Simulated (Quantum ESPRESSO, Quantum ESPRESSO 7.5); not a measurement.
**graphene, 3 layers, AB stacking against a metal electrode: a series in the charge of the slab**

What law, if any, do the results for graphene, 3 layers, AB stacking against a metal electrode follow against the charge of the slab?

Main program and level: Quantum ESPRESSO 7.5; plane-wave DFT, PBE, GBRV ultrasoft pseudopotentials (geometry by pw.x at PBE-D3(BJ), GBRV ultrasoft).

## Step 1: The starting structure

The cell holds 6 atoms: 6 C. Its edges and angles: a = 2.467 Å, b = 2.467 Å, c = 22.400 Å, α = 90.0°, β = 90.0°, γ = 120.0°. It derives from C. Vacuum lies along c.

Set-up: The slab is relaxed neutral under PBE-D3(BJ), then held. ESM with bc3: vacuum below and a metal electrode about 6 Å above the top atoms. Fermi-Dirac smearing of 0.004 Ry and a dense mesh. Charges are set per cell from the starting area.

Members 2, 3, 4.5, 6, 7 and 8 took the same steps and show in the table alone.

## Step 2: Relaxing cell and ions of the reference

What the set-up leaves free in this member is relaxed.

ref.relax.in reads:

```
&control
  prefix = 'ref.relax'
  outdir = './out'
  pseudo_dir = './pseudo'
  nstep = 80
  forc_conv_thr = 0.0004
  calculation = 'vc-relax'
  etot_conv_thr = 1e-06
/
&system
  ibrav = 0
  nat = 6
  ntyp = 1
  ecutwfc = 50
  ecutrho = 250
  vdw_corr = 'grimme-d3'
  dftd3_version = 4
  occupations = 'smearing'
  smearing = 'fd'
  degauss = 0.004
/
&electrons
  conv_thr = 1e-09
  mixing_beta = 0.4
  electron_maxstep = 120
  mixing_mode = 'plain'
/
&ions
/
&cell
  cell_dofree = '2Dxy'
  press_conv_thr = 0.3
/
ATOMIC_SPECIES
  C   12.0110  c_pbe_v1.2.uspp.F.UPF
CELL_PARAMETERS angstrom
  2.46700000000000 0.00000000000000 0.00000000000000
  -1.23350000000000 2.13648467113621 0.00000000000000
  0.00000000000000 0.00000000000000 22.40000000000000
ATOMIC_POSITIONS crystal
  C   0.666666666700 0.333333333300 0.357142857143
  C   0.333333333300 0.666666666700 0.357142857143
  C   0.000000000000 0.000000000000 0.500000000000
  C   0.666666666700 0.333333333300 0.500000000000
  C   0.666666666700 0.333333333300 0.642857142857
  C   0.333333333300 0.666666666700 0.642857142857
K_POINTS automatic
  12 12 1 0 0 0
```

On the command line:

```bash
$ OMP_NUM_THREADS=1 mpirun -n 4 pw.x -nk 4 -in ref.relax.in > ref.relax.out
```

Output:

```text
Program PWSCF v.7.5 starts
[citation notice left out]

     Parallel version (MPI & OpenMP), running on       4 processor cores
     Number of MPI processes:                 4
     Threads/MPI process:                     1

     MPI processes distributed on     1 nodes
[...]
Current dimensions of program PWSCF are:
     Max number of different atomic species (ntypx) = 10
     Max number of k-points (npk) =  40000
     Max angular momentum in pseudopotentials (lmaxx) =  4
     Message from routine setup:
     using ibrav=0 with symmetry is DISCOURAGED, use correct ibrav instead

     K-points division:     npool     =       4
     Subspace diagonalization in iterative solution of the eigenvalue problem:
     a serial algorithm will be used

     G-vector sticks info
     --------------------
     sticks:   dense  smooth     PW     G-vecs:    dense   smooth      PW
     Sum         379     301     91                53235    38147    6737

     Using Slab Decomposition

     bravais-lattice index     =            0
     lattice parameter (alat)  =       4.6620  a.u.
     unit-cell volume          =     796.7344 (a.u.)^3
     number of atoms/cell      =            6
     number of atomic types    =            1
     number of electrons       =        24.00
     number of Kohn-Sham states=           16
     kinetic-energy cutoff     =      50.0000  Ry
     charge density cutoff     =     250.0000  Ry
     scf convergence threshold =      1.0E-09
     mixing beta               =       0.4000
     number of iterations used =            8  plain     mixing
     energy convergence thresh.=      1.0E-06
     force convergence thresh. =      4.0E-04
     press convergence thresh. =      3.0E-01
     Exchange-correlation= SLA  PW   PBE  PBE
                           (   1   4   3   4   0   0   0)
     nstep                     =           80

     celldm(1)=   4.661954  celldm(2)=   0.000000  celldm(3)=   0.000000
     celldm(4)=   0.000000  celldm(5)=   0.000000  celldm(6)=   0.000000

     crystal axes: (cart. coord. in units of alat)
               a(1) = (   1.000000   0.000000   0.000000 )
               a(2) = (  -0.500000   0.866025   0.000000 )
               a(3) = (   0.000000   0.000000   9.079854 )

     reciprocal axes: (cart. coord. in units 2 pi/alat)
               b(1) = (  1.000000  0.577350 -0.000000 )
               b(2) = (  0.000000  1.154701  0.000000 )
               b(3) = (  0.000000 -0.000000  0.110134 )

     PseudoPot. # 1 for C  read from file:
     ./pseudo/c_pbe_v1.2.uspp.F.UPF
     Pseudo is Ultrasoft + core correction, Zval =  4.0
     Generated by new atomic code, or converted to UPF format
     Using radial grid of  721 points,  4 beta functions with:
                l(1) =   0
                l(2) =   0
                l(3) =   1
                l(4) =   1
     Q(r) pseudized with  8 coefficients,  rinner =    1.100   1.100   1.100

     atomic species   valence    mass     pseudopotential
     C                 4.00    12.01100     C ( 1.00)

     12 Sym. Ops. (no inversion) found

   Cartesian axes

     site n.     atom                  positions (alat units)
         1        C      tau(   1) = (   0.5000000   0.2886751   3.2428050  )
         2        C      tau(   2) = (  -0.0000000   0.5773503   3.2428050  )
         3        C      tau(   3) = (   0.0000000   0.0000000   4.5399270  )
         4        C      tau(   4) = (   0.5000000   0.2886751   4.5399270  )
         5        C      tau(   5) = (   0.5000000   0.2886751   5.8370490  )
         6        C      tau(   6) = (  -0.0000000   0.5773503   5.8370490  )

     --------------------------------------------
     DFT-D3 Dispersion Correction (3-body terms):
     --------------------------------------------
       Reference C6 values for interpolation:

         atom   Coordination number   C6
         C          0.000            98.23
         C          0.987            86.49
         C          1.998            58.72
         C          2.999            51.56
         C          3.984            36.41

       Values used:

         atom   Coordination number  R0_AB[au]  C6      C8
         C          3.315            2.750     48.27   1396.05
         C          3.314            2.750     48.28   1396.31
         C          3.323            2.750     48.10   1391.19
         C          3.324            2.750     48.08   1390.65
         C          3.315            2.750     48.27   1396.05
         C          3.314            2.750     48.28   1396.31

         Molecular C6 ( Ry / a.u.^6 ) =      1735.69

     number of k points=    19  Fermi-Dirac smearing, width (Ry)=  0.0040
                       cart. coord. in units 2pi/alat
        k(    1) = (   0.0000000   0.0000000   0.0000000), wk =   0.0138889
        k(    2) = (   0.0000000   0.0962250   0.0000000), wk =   0.0833333
        k(    3) = (   0.0000000   0.1924501   0.0000000), wk =   0.0833333
        k(    4) = (   0.0000000   0.2886751   0.0000000), wk =   0.0833333
        k(    5) = (   0.0000000   0.3849002   0.0000000), wk =   0.0833333
        k(    6) = (   0.0000000   0.4811252   0.0000000), wk =   0.0833333
        k(    7) = (   0.0000000  -0.5773503   0.0000000), wk =   0.0416667
        k(    8) = (   0.0833333   0.1443376   0.0000000), wk =   0.0833333
        k(    9) = (   0.0833333   0.2405626   0.0000000), wk =   0.1666667
        k(   10) = (   0.0833333   0.3367877   0.0000000), wk =   0.1666667
[...]
k(   19) = (   0.3333333   0.5773503   0.0000000), wk =   0.0277778

     Dense  grid:    53235 G-vectors     FFT dimensions: (  24,  24, 216)

     Smooth grid:    38147 G-vectors     FFT dimensions: (  24,  24, 192)

     Estimated max dynamical RAM per process >      54.13 MB

     Estimated total dynamical RAM >     177.54 MB

     Initial potential from superposition of free atoms

     starting charge      23.9998, renormalised to      24.0000

     negative rho (up, down):  1.920E-04 0.000E+00
     Starting wfcs are   24 randomized atomic wfcs

     total cpu time spent up to now is        0.7 secs

     per-process dynamical memory:    44.4 Mb

     Self-consistent Calculation

     iteration #  1     ecut=    50.00 Ry     beta= 0.40
     Davidson diagonalization with overlap
     ethr =  1.00E-02,  avg # of iterations =  2.6

     negative rho (up, down):  1.018E-04 0.000E+00

     total cpu time spent up to now is        1.6 secs

     total energy              =     -69.02052059 Ry
     estimated scf accuracy    <       0.54194771 Ry

[...]
2.464366876  -0.000000000   0.000000000
  -1.232183438   2.134204319   0.000000000
   0.000000000   0.000000000  22.400000000

ATOMIC_POSITIONS (crystal)
C                0.6666666667        0.3333333333        0.3570590688
C                0.3333333333        0.6666666667        0.3570127386
C                0.0000000000        0.0000000000        0.5000000000
C                0.6666666667        0.3333333333        0.5000000000
C                0.6666666667        0.3333333333        0.6429409312
C                0.3333333333        0.6666666667        0.6429872614

[...]
NEW-OLD atomic charge density approx. for the potential
     New effective cutoffs (rho, wfc):  250.35   50.10

     negative rho (up, down):  1.424E-05 0.000E+00

     total cpu time spent up to now is       15.4 secs

     per-process dynamical memory:    50.4 Mb

     Self-consistent Calculation

     iteration #  1     ecut=    50.00 Ry     beta= 0.40
     Davidson diagonalization with overlap
     ethr =  1.00E-06,  avg # of iterations =  2.0

     Threshold (ethr) on eigenvalues was too large:
     Diagonalizing with lowered threshold

     Davidson diagonalization with overlap
     ethr =  2.30E-08,  avg # of iterations =  2.3

     negative rho (up, down):  1.447E-05 0.000E+00

     total cpu time spent up to now is       16.9 secs

     total energy              =     -68.99491519 Ry
     estimated scf accuracy    <       0.00000647 Ry

[...]
iteration #  7     ecut=    50.00 Ry     beta= 0.40
[...]
negative rho (up, down):  1.546E-05 0.000E+00

[...]
End of self-consistent calculation

[...]
the Fermi energy is     0.7722 ev

!    total energy              =     -68.99491607 Ry
     estimated scf accuracy    <          1.3E-11 Ry
     smearing contrib. (-TS)   =      -0.00030512 Ry
     internal energy E=F+TS    =     -68.99461095 Ry

     The total energy is F=E-TS. E is the sum of the following terms:
     one-electron contribution =    -960.16933876 Ry
     hartree contribution      =     486.53320552 Ry
     xc contribution           =     -21.82976566 Ry
     ewald contribution        =     426.52973413 Ry
     DFT-D3 Dispersion         =      -0.05844619 Ry

     convergence has been achieved in   7 iterations

     negative rho (up, down):  1.546E-05 0.000E+00

     Forces acting on atoms (cartesian axes, Ry/au):

     atom    1 type  1   force =    -0.00000000   -0.00000000   -0.00183003
     atom    2 type  1   force =    -0.00000000   -0.00000000   -0.00163632
     atom    3 type  1   force =     0.00000000    0.00000000    0.00000000
     atom    4 type  1   force =     0.00000000    0.00000000    0.00000000
     atom    5 type  1   force =     0.00000000    0.00000000    0.00183003
     atom    6 type  1   force =    -0.00000000   -0.00000000    0.00163632

     Total force =     0.003472     Total SCF correction =     0.000005

     Computing stress (Cartesian axis) and pressure

     negative rho (up, down):  1.546E-05 0.000E+00
          total   stress  (Ry/bohr**3)                   (kbar)     P=        3.40
   0.00000917   0.00000000   0.00000000            1.35        0.00        0.00
   0.00000000   0.00000917   0.00000000            0.00        1.35        0.00
  -0.00000000  -0.00000000   0.00005093           -0.00       -0.00        7.49

     Energy error            =      1.8E-05 Ry
     Gradient error          =      1.8E-03 Ry/Bohr
     Cell gradient error     =      1.3E+00 kbar

     number of scf cycles    =   3
     number of bfgs steps    =   2

     enthalpy           old  =     -68.9948983193 Ry
     enthalpy           new  =     -68.9949160723 Ry

     CASE: enthalpy          _new < enthalpy          _old

     new trust radius        =       0.0034640820 bohr
     new conv_thr            =            4.6E-11 Ry

     new unit-cell volume =    794.82861 a.u.^3 (   117.78145 Ang^3 )
     density =      1.01602 g/cm^3

CELL_PARAMETERS (angstrom)
   2.464047760  -0.000000000   0.000000000
  -1.232023880   2.133927956   0.000000000
   0.000000000   0.000000000  22.400000000

ATOMIC_POSITIONS (crystal)
C                0.6666666667        0.3333333333        0.3569897914
C                0.3333333333        0.6666666667        0.3569309032
C                0.0000000000        0.0000000000        0.5000000000
C                0.6666666667        0.3333333333        0.5000000000
C                0.6666666667        0.3333333333        0.6430102086
C                0.3333333333        0.6666666667        0.6430690968

[...]
NEW-OLD atomic charge density approx. for the potential
     New effective cutoffs (rho, wfc):  250.41   50.11

     negative rho (up, down):  1.361E-05 0.000E+00

     total cpu time spent up to now is       21.4 secs

     per-process dynamical memory:    50.4 Mb

[...]
!    total energy              =     -68.99493549 Ry
[...]
Total force =     0.003470     Total SCF correction =     0.000009
[...]
number of bfgs steps    =   3
[...]
new trust radius        =       0.0051961230 bohr
[...]
!    total energy              =     -68.99496530 Ry
[...]
Total force =     0.003488     Total SCF correction =     0.000014
[...]
number of bfgs steps    =   4
[...]
new trust radius        =       0.0077941846 bohr
[...]
!    total energy              =     -68.99501019 Ry
[...]
Total force =     0.003529     Total SCF correction =     0.000002
[...]
number of bfgs steps    =   5
[...]
new trust radius        =       0.0116912768 bohr
[...]
!    total energy              =     -68.99507655 Ry
[...]
Total force =     0.003589     Total SCF correction =     0.000002
[...]
number of bfgs steps    =   6
[...]
new trust radius        =       0.0175369152 bohr
[...]
!    total energy              =     -68.99517251 Ry
[...]
Total force =     0.003667     Total SCF correction =     0.000013
[...]
number of bfgs steps    =   7
[...]
new trust radius        =       0.0263053729 bohr
[...]
!    total energy              =     -68.99530681 Ry
[...]
Total force =     0.003750     Total SCF correction =     0.000006
[...]
number of bfgs steps    =   8
[...]
new trust radius        =       0.0394580593 bohr
[...]
!    total energy              =     -68.99548595 Ry
[...]
Total force =     0.003800     Total SCF correction =     0.000008
[...]
number of bfgs steps    =   9
[...]
new trust radius        =       0.0591870890 bohr
[...]
!    total energy              =     -68.99570448 Ry
[...]
Total force =     0.003728     Total SCF correction =     0.000002
[...]
number of bfgs steps    =  10
[...]
new trust radius        =       0.0887806335 bohr
[...]
Self-consistent Calculation

     iteration #  1     ecut=    50.00 Ry     beta= 0.40
     Davidson diagonalization with overlap
     ethr =  1.00E-06,  avg # of iterations =  7.8

     negative rho (up, down):  8.278E-05 0.000E+00

     total cpu time spent up to now is       77.8 secs

     total energy              =     -68.99481545 Ry
     estimated scf accuracy    <       0.00662222 Ry

[...]
iteration #  5     ecut=    50.00 Ry     beta= 0.40
[...]
[key lines of the parts left out:]
total energy              =     -68.99590740 Ry
the Fermi energy is     0.7963 ev
convergence has been achieved in  11 iterations
```

Elapsed: 2.2 min, on 4 MPI ranks of Arm Neoverse V1, shared host; peak memory 0.38 GiB; 9 min of CPU time.

Relaxation path:

| step | energy less that of the first step (eV) | largest force (eV/Å) | volume (Å³) |
| --- | --- | --- | --- |
| 1 | 0.0000 | 0.0606 | 118.06 |
| 2 | -0.0005 | 0.0496 | 117.87 |
| 3 | -0.0007 | 0.0471 | 117.81 |
| 4 | -0.0010 | 0.0513 | 117.78 |
| 5 | -0.0014 | 0.0553 | 117.75 |
| 6 | -0.0020 | 0.0593 | 117.72 |
| 7 | -0.0029 | 0.0629 | 117.69 |
| 8 | -0.0042 | 0.0661 | 117.66 |
| 9 | -0.0060 | 0.0682 | 117.63 |
| 10 | -0.0085 | 0.0680 | 117.61 |
| 11 | -0.0115 | 0.0638 | 117.61 |
| 12 | -0.0145 | 0.0519 | 117.63 |
| 13 | -0.0161 | 0.0306 | 117.72 |
| 14 | -0.0163 | 0.0193 | 117.78 |
| 15 | -0.0163 | 0.0099 | 117.84 |
| 16 | -0.0164 | 0.0021 | 117.88 |
| 17 | -0.0164 | 0.0005 | 117.89 |
| 18 | -0.0164 | 0.0005 | 117.89 |

| cell as run | before | after | change |
| --- | --- | --- | --- |
| a (Å) | 2.467 | 2.465 | -0.1 % |
| b (Å) | 2.467 | 2.465 | -0.1 % |

The atoms that moved most (Å, along periodic axes as changes of fractional coordinates times the final cell, across vacuum about the mean position):

| atom | dx | dy | dz | length |
| --- | --- | --- | --- | --- |
| C2 | 0.000 | 0.000 | -0.204 | 0.204 |
| C6 | 0.000 | 0.000 | 0.204 | 0.204 |
| C1 | 0.000 | 0.000 | -0.203 | 0.203 |
| C5 | 0.000 | 0.000 | 0.203 | 0.203 |

Final coordinates:

```cif
data_structure
_symmetry_space_group_name_H-M 'P 1'
_symmetry_Int_Tables_number 1
_cell_length_a 2.4652
_cell_length_b 2.4652
_cell_length_c 22.4000
_cell_angle_alpha 90.000
_cell_angle_beta 90.000
_cell_angle_gamma 120.000
_cell_volume 117.89
loop_
_atom_site_label
_atom_site_type_symbol
_atom_site_fract_x
_atom_site_fract_y
_atom_site_fract_z
_atom_site_occupancy
C1 C 0.66667 0.33333 0.34807 1
C2 C 0.33333 0.66667 0.34805 1
C3 C 0.00000 0.00000 0.50000 1
C4 C 0.66667 0.33333 0.50000 1
C5 C 0.66667 0.33333 0.65193 1
C6 C 0.33333 0.66667 0.65195 1
```

 The last row is no step: it is a fresh SCF in the final cell with a new plane-wave basis, +0 meV from the row before.

Read from the output:

```
free energy             : -938.7393 eV
energy at zero smearing : -938.7372 eV
Fermi energy            : 0.7887 eV
```

(Part 1 of 3 ends here.)

[Logs are printed without paths, hosts, clocks, repeated set-up lines and the standing remarks that a program may print on its own settings, such as how far it seeks lower states.]

[Hosts, paths, dates, database ids (printed as entryN), source tags and the programs' standing remarks are cut or masked in the printed files.]

[Maps of the electrostatic potential energy from Ansatz leave out the sawtooth potential of an applied field or a dipole correction, so their vacuum need not be flat; planar profiles and work functions include it.]
